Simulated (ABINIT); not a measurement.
# CaC2 (R-3m): changed settings of a GW run in ABINIT

Aim: change inputs of a GW run on CaC2 (R-3m) and see what moves.

Main program and level: ABINIT 10.8.3; PBEsol and many-body steps on it, plane waves.

Most raw output is cut from this account.

## (1) The structure

It takes space group R-3m (No. 166, trigonal). The conventional cell has a = 3.889 Å, b = 3.889 Å, c = 11.862 Å, α = 90.00°, β = 90.00°, γ = 120.00°. Nearest to Ca lie 6 C at 2.62 Å. C has 1 C at 1.26 Å and 3 Ca at 2.62 Å nearest. Farther neighbours are not listed.

The cell and positions are those that the Materials Project relaxed with its own functionals (PBE, PBE+U or r2SCAN), kept fixed.

## (2) Screening, 4×4×4 mesh, 63 bands, screening to 122.5 eV

This step: ABINIT 10.8.3; RPA screening on PBEsol, plane waves, norm-conserving pseudopotentials.

The RPA dielectric matrix is built and inverted for each q.

Contents of run.abi:

```
acell 3*1.0 Angstrom
rprim 
  1.944397984288 1.122598699617 3.953874776707
  -1.944397984288 1.122598699617 3.953874776707
  -0.000000000000 -2.245197399304 3.953874776686
ntypat 2
znucl 20 6
natom 3
typat 1 2 2
xred 
  0.000000000000 0.000000000000 0.000000000000
  0.552915000000 0.552915000000 0.552915000000
  0.447085000000 0.447085000000 0.447085000000
pp_dirpath "pseudos"
pseudos "Ca.upf, C.upf"
ecut 37
ngkpt 4 4 4
nshiftk 1
shiftk 0 0 0
kptopt 1
chksymbreak 0
istwfk *1
occopt 1
irdwfk 1
optdriver 3
nband 63
ecuteps 4.5
inclvkb 2
awtr 1
symchi 1
indata_prefix "in"
outdata_prefix "out"
tmpdata_prefix "tmp"
```

On the command line:

```
$ OMP_NUM_THREADS=1 mpirun -n 4 abinit run.abi > log
```

It took 27 s on 4 MPI ranks of Intel Xeon Platinum 8488C (Sapphire Rapids), shared host; peak memory 1 GiB; 1.8 min of CPU time.

This step gave:

* ε∞ with local fields, on this mesh, along the program's q direction: 3.792
* the same without local fields: 4.707
* plasma frequency: 21.89 eV
* plane waves in the screening matrix: 169

Local fields lower ε∞ by 19 %.

## (3) Base

The self-energy is evaluated for the states that the input lists, and the levels follow from it, in one-shot runs by the linearised quasiparticle equation.

This step: G0W0 on PBEsol, plane waves, norm-conserving pseudopotentials.

Changes to run.abi since step 2:

```diff
@@ -24,8 +24,19 @@
 irdwfk 1
-optdriver 3
+optdriver 4
 nband 63
+gwcalctyp 0
+ecutsigx 37
+symsigma 1
+nkptgw 3
+kptgw 
+  0.5000000000 0.5000000000 0.5000000000
+  0.5000000000 0.5000000000 0.0000000000
+  0.0000000000 0.0000000000 0.0000000000
+bdgw 
+  7 11
+  8 11
+  8 11
 ecuteps 4.5
-inclvkb 2
-awtr 1
-symchi 1
+irdscr 1
+ppmodel 1
 indata_prefix "in"
```

It took 8.1 s on 4 MPI ranks; peak memory 0.92 GiB; 31 s of CPU time.

Numbers from this step:

```
G0W0 gap on the points computed              : 4.587 eV
starting gap on the mesh                     : 2.585 eV
k of the valence top                         : 0.5, 0.5, 0.5
k of the conduction bottom                   : 0.5, 0.5, 0
Z at the valence top                         : 0.777
Z at the conduction bottom                   : 0.814
least direct G0W0 gap on the computed points : 5.96 eV
```

The gap on the mesh goes from 2.59 eV to 4.59 eV, a correction of +2.00 eV.

## (4) Coulomb singularity

Changes to run.abi since step 3:

```diff
@@ -41,2 +41,3 @@
 ppmodel 1
+gw_icutcoul 0
 indata_prefix "in"
```

Run time: 8 s. Hardware: 4 MPI ranks; peak memory 0.92 GiB.

Numbers from this step:

| Property | Result |
| --- | --- |
| G0W0 gap on the points computed | 4.606 eV |
| starting gap on the mesh | 2.585 eV |
| k of the valence top | 0.5, 0.5, 0.5 |
| k of the conduction bottom | 0.5, 0.5, 0 |
| Z at the valence top | 0.783 |
| Z at the conduction bottom | 0.816 |
| least direct G0W0 gap on the computed points | 5.995 eV |

Against G0W0 in ABINIT (4×4×4 mesh, 63 bands, screening to 122.5 eV, Godby-Needs plasmon pole), the gap moves by +0.019 eV.

## (5) Side by side

Times are wall times on 4 MPI ranks of Intel Xeon Platinum 8488C (Sapphire Rapids), shared host, good to a factor of about two. A run's time includes the screening step that it read.

```csv
run,mesh,bands,screening cutoff (eV),DFT gap (eV),gap on the mesh (eV),direct (eV),ε∞ used,time
base,4×4×4,63,122.5,2.585,4.587,5.960,3.79,36 s
Coulomb singularity,4×4×4,63,122.5,2.585,4.606,5.995,3.79,35 s
```

## (6) Results

```
base                : 4.587 eV
Coulomb singularity : 4.606 eV
known limits        : not at the basis limit
```

Coulomb singularity: +0.019 eV against base (keys changed: gw_icutcoul). Bands and cutoff are finite, so the gap is not at the basis limit. The miss can reach some tenths of an eV and take either sign; the mesh is an error of its own. In the G0W0 runs levels were corrected at 3 k points alone, so a gap called «on the mesh» is the least over those, and an edge elsewhere would be missed.

[Paths, hosts, dates, memory and timing lines, banners, echoed tables and standing remarks are left out of the program output.]

[Logs are printed without paths, hosts, clocks, repeated set-up lines and the standing remarks that a program may print on its own settings, such as how far it seeks lower states.]

[Runs of the session that timed out or met a known fault of the program may be left out.]

[Hosts, paths, dates, database ids (printed as entryN), source tags and the programs' standing remarks are cut or masked in the printed files.]

[G0W0 gaps are taken among the corrected bands and points alone; a level outside them can change the order at an edge.]

[Where Ansatz stands beside ABINIT at settings called matched, ABINIT's density can come from a denser mesh and the files from another edition; pairs whose starting gaps differed by over 0.03 eV were left out, so agreement reads better than it is.]
